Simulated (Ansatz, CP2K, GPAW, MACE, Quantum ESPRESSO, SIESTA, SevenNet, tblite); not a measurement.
## tblite runs on random rock-salt alloy of CaS and PbS (64 atoms)

Aim: run random rock-salt alloy of CaS and PbS (64 atoms) in tblite and see how near its forces come to a plane-wave reference, and at what cost.

Method: the method is named at each step, in tblite 0.8.0.

## Step 1: Set-up

The cell holds 64 atoms: 12 Pb, 32 S and 20 Ca. Its edges and angles: a = 11.565 Å, b = 11.565 Å, c = 11.565 Å, α = 90.0°, β = 90.0°, γ = 90.0°. It derives from CaS (rock-salt), repeated 2×2×2. Rock-salt CaS, 2 x 2 x 2 conventional cells, 12 of 32 Ca sites given to Pb at random (x = 0.375), lattice by Vegard's rule (a = 5.782 Å); not relaxed, displaced by a Gaussian of 0.02 Å. Then every atom was moved at random, 0.05 Å r.m.s. a Cartesian component.

The yardstick, on the same geometry:

| Quantity | Value |
| --- | --- |
| method | Kohn-Sham DFT, PBE, PAW, plane waves (Ansatz 0.2.0); cutoff 420 eV, Γ point, fermi-dirac smearing of 0.05 eV; PAW set soft_2 |
| r.m.s. force component | 0.4182 eV/Å |
| longest force | 1.355 eV/Å |
| pressure | 2.794 GPa |
| gap (highest filled to lowest empty level) | 1.828 eV |
| SCF cycles | 8 |
| time | 8.4 s on 8 threads of Arm Neoverse V2, shared host |
| CPU time | 62 s |

## Step 2: IPEA1-xTB

Method: IPEA1-xTB tight binding, diagonalisation.

Contents of run.py:

```python
import numpy as np
from ase.io import read
from tblite.ase import TBLite

atoms = read("structure.xyz")
atoms.calc = TBLite(method="IPEA1-xTB", electronic_temperature=580, accuracy=1.0, max_iterations=250, mixer_damping=0.1, verbosity=1)
energy = atoms.get_potential_energy()
forces = atoms.get_forces()
print(f"energy {energy:.6f} eV")
print("forces (eV/A)")
for i, (a, f) in enumerate(zip(atoms, forces)):
    print(f"{i:4d} {a.symbol:2s} {f[0]:10.5f} {f[1]:10.5f} {f[2]:10.5f}")
stress = -atoms.get_stress(voigt=False) * 160.21766
print("stress (GPa, compression positive)")
for row in stress:
    print(" ".join(f"{x:10.4f}" for x in row))
print("charges (e)")
print(np.array2string(atoms.get_charges(), precision=4, suppress_small=True, max_line_width=110, threshold=100000))
```

Contents of structure.xyz:

```xyz
64
Lattice="11.56460 0.00000 0.00000 0.00000 11.56460 0.00000 0.00000 0.00000 11.56460" Properties=species:S:1:pos:R:3 pbc="T T T"
Pb 11.51811 11.55419 11.49128
S 2.96539 11.55072 11.50805
Pb 11.53187 2.91555 2.95545
S 2.88999 2.89173 2.90850
Ca 2.81876 11.54806 2.89543
S 0.01596 0.01943 2.85542
Ca 2.91150 2.80858 0.01712
S 0.04822 2.79690 0.02556
Pb 0.11611 11.49822 5.83006
S 2.81274 0.00197 5.78947
Ca 11.50828 2.87369 8.64026
S 2.81482 2.95290 8.55734
Ca 2.91983 11.55315 8.62580
S 0.01688 11.52436 8.70097
Pb 2.87057 2.94932 5.84105
S 0.02729 2.93602 5.77906
Ca 0.08037 5.80635 0.02683
S 2.85125 5.78357 11.49359
Pb 11.53916 8.58371 2.89820
S 2.95348 8.73359 2.95695
Ca 2.89022 5.76935 2.82859
S 0.05759 5.80578 2.92029
Pb 2.97661 8.69831 11.53870
S 0.06418 8.70225 11.52274
Pb 11.51002 5.71846 5.75697
S 2.91208 5.72887 5.86441
Ca 0.02047 8.63957 8.78181
S 2.86143 8.66374 8.72121
Ca 2.93174 5.70308 8.60395
S 11.48642 5.69857 8.60707
Ca 2.83980 8.61412 5.81110
S 11.54159 8.65738 5.74125
Ca 5.77351 0.14745 11.55940
S 8.71867 11.55905 11.55061
Pb 5.68724 2.95822 2.94296
S 8.68513 2.89335 2.82292
Ca 8.63332 11.51117 2.99338
S 5.72806 11.49116 2.87380
Ca 8.65437 2.87103 0.03493
S 5.82671 2.91301 11.56125
Ca 5.78311 0.01110 5.78612
S 8.63425 0.00555 5.75755
Ca 5.80809 2.84223 8.66801
S 8.65969 2.89497 8.69924
Pb 8.66223 11.53488 8.66339
S 5.71268 0.06314 8.68455
Ca 8.74423 2.97650 5.76148
S 5.67914 2.89265 5.76345
Ca 5.80427 5.72714 0.03550
S 8.60418 5.77825 11.54425
Ca 5.78022 8.65957 2.91613
S 8.66212 8.63228 2.82419
Pb 8.72873 5.75628 2.95348
S 5.79479 5.83642 2.84813
Ca 8.62430 8.74411 0.00671
S 5.68828 8.61285 0.03654
[... 4 atom lines left out ...]
Pb 8.60788 5.72320 8.64419
S 5.73766 5.74876 8.66362
Pb 8.72295 8.78331 5.92223
S 5.80763 8.62152 5.89101
```

Command:

```console
$ OMP_NUM_THREADS=1 python run.py > output.txt
```

What it wrote:

```text
------------------------------------------------------------
  cycle        total energy    energy error   density error
------------------------------------------------------------
      1     -147.1514080924  -1.4676325E+02   8.3802573E-01
      2     -150.2525877335  -3.1011796E+00   6.8587405E-01
      3     -152.6742446896  -2.4216570E+00   3.6630865E-01
      4     -153.3535021301  -6.7925744E-01   3.0538302E-01
      5     -153.4755277153  -1.2202559E-01   7.4285790E-02
      6     -153.5000365361  -2.4508821E-02   5.0821432E-02
      7     -153.5466879522  -4.6651416E-02   1.4803182E-02
      8     -153.5463376166   3.5033560E-04   9.8527956E-03
      9     -153.5481963896  -1.8587730E-03   4.5356167E-03
     10     -153.5480545085   1.4188103E-04   3.5781982E-03
     11     -153.5482445862  -1.9007769E-04   2.0971830E-03
     12     -153.5483220900  -7.7503770E-05   3.6186756E-04
     13     -153.5483248336  -2.7435917E-06   1.0772560E-04
     14     -153.5483248457  -1.2093210E-08   8.7183076E-05
     15     -153.5483249024  -5.6705744E-08   3.9533417E-05
     16     -153.5483249164  -1.4059111E-08   1.5342345E-05
------------------------------------------------------------
 total:                                   3.174 sec
energy -4178.262743 eV
forces (eV/A)
   0 Pb    0.21060    0.22003    0.27442
   1 S     0.00547    0.48095    0.17636
   2 Pb   -0.36234   -0.62510   -0.34200
   3 S     0.15123   -0.01011   -0.84661
   4 Ca   -0.28620    0.14074    0.10881
   5 S    -0.07847    0.19625    0.67190
   6 Ca   -0.06138    0.25492   -0.17950
   7 S    -0.30579    0.79025   -0.18301
   8 Pb   -0.20359   -0.28130   -0.30989
   9 S     0.66774   -0.51536    0.03658
  10 Ca   -0.14792   -0.09926   -0.06048
  11 S     0.15007   -0.34978    1.00084
  12 Ca   -0.18134    0.12527    0.14136
  13 S     0.32720   -0.09058   -0.44575
  14 Pb    0.10694   -0.13560   -0.20225
  15 S    -0.89787   -0.23164    0.44456
  16 Ca   -0.34286   -0.16145   -0.18412
  17 S     0.18187   -0.43396    0.28148
  18 Pb    0.12448    0.44777   -0.03051
  19 S    -0.23070   -0.36117    0.33272
  20 Ca    0.06064    0.05980   -0.04562
  21 S     0.28501   -0.07431   -0.57473
  22 Pb   -0.10235   -0.25609   -0.01803
  23 S    -1.01976   -0.73416    0.06633
[...]
56 Ca    0.01983   -0.20207   -0.08865
  57 S    -0.83862   -0.34587   -0.01574
  58 Ca   -0.23049    0.08484    0.06761
  59 S     0.38271    0.69642    0.79593
  60 Pb   -0.17221   -0.23526    0.43879
  61 S    -0.32208    0.12596    0.08396
  62 Pb   -0.58396   -0.57988   -0.54502
  63 S    -0.38558    0.29764   -0.16704
stress (GPa, compression positive)
   -7.7330    -0.1038     0.1491
   -0.1038    -6.4091    -0.0804
    0.1491    -0.0804    -7.0696
charges (e)
[ 0.4323 -0.3856  0.4689 -0.4669  0.424  -0.5964  0.3951 -0.3862  0.4577 -0.3595  0.4121 -0.3947  0.4211
 -0.4518  0.3835 -0.4204  0.3754 -0.4097  0.4168 -0.4042  0.4117 -0.415   0.3856 -0.3788  0.423  -0.4008
  0.3993 -0.4066  0.4089 -0.3998  0.3684 -0.4371  0.4229 -0.3666  0.433  -0.4642  0.3774 -0.4217  0.429
 -0.3725  0.4204 -0.3751  0.4287 -0.4765  0.4396 -0.3786  0.3881 -0.3898  0.432  -0.4994  0.3933 -0.395
  0.4294 -0.3691  0.3858 -0.4006  0.4087 -0.4296  0.4458 -0.4371  0.4869 -0.3826  0.3715 -0.4044]
```

The job ended after 3.6 s (1 thread of Arm Neoverse V2, shared host; peak memory 0.13 GiB).

Banners, paths, timers and routine set-up lines are dropped from the logs unmarked, and long logs keep their key lines alone; longer cuts are marked.

Against the reference:

```
r.m.s. force component                  : 0.3587 eV/Å
r.m.s. difference of force components   : 182.8 meV/Å
longest difference of force vectors     : 580.7 meV/Å
force difference over r.m.s. force      : 43.71 %
slope of forces against the reference's : 0.7723
correlation of force components         : 0.9004
pressure                                : -7.071 GPa
pressure difference                     : -9.864 GPa
```

Length of the force difference by element (eV/Å):

```csv
element,atoms,mean,most
Ca,20,0.30,0.58
Pb,12,0.33,0.48
S,32,0.28,0.46
```

The surroundings of Ca37, picked at random, nearest first, numbered as they follow in the input and with coordinates relative to it.

```csv
atom,x,y,z,distance (Å),bonds,Mulliken charge (e),Fx,Fy,Fz (eV/Å)
Ca37,0.00,0.00,0.00,0.00,6,0.38,0.40,0.33,-0.47
S42,0.00,0.06,2.76,2.76,6,-0.38,-0.19,0.54,0.08
S52,0.03,-2.88,-0.17,2.88,6,-0.40,-0.09,0.41,0.11
S38,-2.91,-0.02,-0.12,2.91,6,-0.42,0.04,0.18,0.04
S6,2.95,0.07,-0.14,2.95,6,-0.60,-0.08,0.20,0.67
S36,0.05,2.95,-0.17,2.95,6,-0.46,0.28,-0.45,0.37
S34,0.09,0.05,-3.01,3.01,6,-0.37,-0.58,-0.02,0.30
Ca41,-2.85,0.06,2.79,3.99,6,0.42,0.07,0.04,-0.26
Pb63,0.09,-2.73,2.93,4.00,6,0.37,-0.58,-0.58,-0.55
```

Atoms are counted from 1 here, from 0 in the log.

Forces lie 44 % from the reference's, at 0.059 times its CPU time (on 1 against 8 cores).

## Step 3: GFN1-xTB

Method: GFN1-xTB tight binding, diagonalisation.

run.py: that of step 2 with these lines changed.

```diff
@@ -5,3 +5,3 @@
 atoms = read("structure.xyz")
-atoms.calc = TBLite(method="IPEA1-xTB", electronic_temperature=580, accuracy=1.0, max_iterations=250, mixer_damping=0.1, verbosity=1)
+atoms.calc = TBLite(method="GFN1-xTB", electronic_temperature=580, accuracy=1.0, max_iterations=250, mixer_damping=0.1, verbosity=1)
 energy = atoms.get_potential_energy()
```

structure.xyz is that of step 2.

What it wrote:

```text
------------------------------------------------------------
  cycle        total energy    energy error   density error
------------------------------------------------------------
      1     -134.2961813184  -1.3387823E+02   9.0159661E-01
      2     -149.8215470206  -1.5525366E+01   6.1206845E-01
      3     -152.5744972555  -2.7529502E+00   4.5324908E-01
[...]
26     -153.8645009235  -1.0104682E-07   3.9938160E-05
     27     -153.8645009798  -5.6330407E-08   1.6384170E-05
------------------------------------------------------------
 total:                                   3.807 sec
energy -4186.866332 eV
forces (eV/A)
   0 Pb    0.22067    0.10110    0.33979
   1 S     0.08584    0.51796    0.15088
   2 Pb   -0.48354   -1.03403   -0.12654
[...]
62 Pb   -0.33285   -0.63370   -0.33805
  63 S    -0.41646    0.10329    0.01562
stress (GPa, compression positive)
   -8.3944     0.0291    -0.0485
    0.0291    -6.3607     0.0400
   -0.0485     0.0400    -7.3809
charges (e)
[ 0.481  -0.1664  0.5057 -0.2692  0.0717 -0.3943  0.0078 -0.1599  0.5078 -0.1546  0.0242 -0.1528  0.0674
 -0.2623  0.4099 -0.2574 -0.0271 -0.1522  0.4495 -0.1711  0.0445 -0.2617  0.4372 -0.175   0.4429 -0.169
  0.0217 -0.1536  0.0781 -0.1722 -0.0833 -0.2746  0.1006 -0.158   0.4939 -0.2597 -0.054  -0.1547  0.0831
 -0.13    0.0979 -0.1778  0.089  -0.2489  0.4893 -0.1373 -0.0697 -0.1737  0.118  -0.2581  0.0202 -0.1881
  0.4623 -0.1551 -0.0309 -0.1511  0.0563 -0.2719  0.1278 -0.2632  0.5483 -0.1393  0.3864 -0.1444]
```

It took 4.3 s on 1 thread; peak memory 0.13 GiB.

Against the reference:

| Property | Result |
| --- | --- |
| r.m.s. force component | 0.3031 eV/Å |
| r.m.s. difference of force components | 273 meV/Å |
| longest difference of force vectors | 908.5 meV/Å |
| force difference over r.m.s. force | 65.28 % |
| slope of forces against the reference's | 0.5496 |
| correlation of force components | 0.7582 |
| pressure | -7.379 GPa |
| pressure difference | -10.17 GPa |

Against the first run (44 %), the force difference from the reference is 65 %, at 1.2 times the CPU time (27 SCF steps against 16).

## Step 4: The ladder

Differences are against the plane-wave reference, forces as r.m.s. over components; share is that over the reference's r.m.s. force, slope the least-squares factor from reference forces to these. Total energies of different programs have different zeros and aren't compared.

```csv
run,"Δ force, r.m.s. (meV/Å)",share (%),slope,Δ pressure (GPa),cores,CPU time,memory (GiB)
reference,-,-,-,-,8,62 s,1.8
tblite IPEA1-xTB,183,43.7,0.772,-9.86,1,3.6 s,0.13
tblite GFN1-xTB,273,65.3,0.550,-10.2,1,4.3 s,0.13
```

CPU time is summed over cores on a shared host, where runs went side by side, so it is rough. Symmetry, cutoffs, thresholds, outputs and thread counts weren't matched or tuned between programs; memory under MPI is the largest rank's times the ranks.

Mean charges by element (e), by run and scheme:

```csv
run,scheme,Pb,S,Ca
reference,Löwdin,+0.47,-0.96,+1.57
tblite IPEA1-xTB,Mulliken,+0.43,-0.41,+0.41
tblite GFN1-xTB,Mulliken,+0.47,-0.20,+0.04
```

The reference's Löwdin charges lack the electrons that the projection spills, 0.099 e an atom on average.

A second geometry, displaced anew (every atom was moved at random, 0.04 Å r.m.s. a Cartesian component), gives an energy difference that all programs can be tested on. The reference puts it at -12.35 meV/atom.

```csv
run,energy less the first geometry's (meV/atom),error (meV/atom),force share at the second geometry (%)
tblite IPEA1-xTB,-7.809,4.54,54.2
tblite GFN1-xTB,-6.390,5.96,73.4
```

## Step 5: Results

```
nearest in forces : tblite IPEA1-xTB, 44 %
its CPU time      : 3.6 s
```

In words: Tight binding differs by 44 % (tblite IPEA1-xTB) to 65 % (tblite GFN1-xTB); it is another model, with fitted parameters of its own, and the xTB methods hold dispersion. IPEA1-xTB was fitted to ionisation energies and electron affinities, not to forces or charges. Of the electronic-structure runs that take under half the reference's CPU time, tblite IPEA1-xTB comes nearest, at 44 % in 3.6 s against 62 s; its pressure misses by -9.9 GPa. Charges hang on model, scheme and program or settings: among these rows the mean for Ca runs from +0.04 to +1.57 e. The energy difference between the two geometries, -12.3 meV/atom in the reference, is met best by tblite IPEA1-xTB (+4.54) and worst by tblite GFN1-xTB (+5.96). Periodic xTB results under one method name differ between programs and library versions. The host structure and its lattice constant were typed by rule, without a check against the phase diagram. The reference's pressure of 2.8 GPa belongs to a cell and atoms that aren't relaxed at this level. The electronic-structure runs sample only Γ, in a cell whose shortest periodic width is 12 Å. Spin–orbit coupling is left out, which matters for the levels of the heavy elements.

[Also dropped from logs without a mark: logging warnings of Python, and SIESTA's first energy breakdown and zero terms.]

[Logs are printed without paths, hosts, clocks, repeated set-up lines and the standing remarks that a program may print on its own settings, such as how far it seeks lower states.]

[Hosts, paths, dates, database ids (printed as entryN), source tags and the programs' standing remarks are cut or masked in the printed files.]
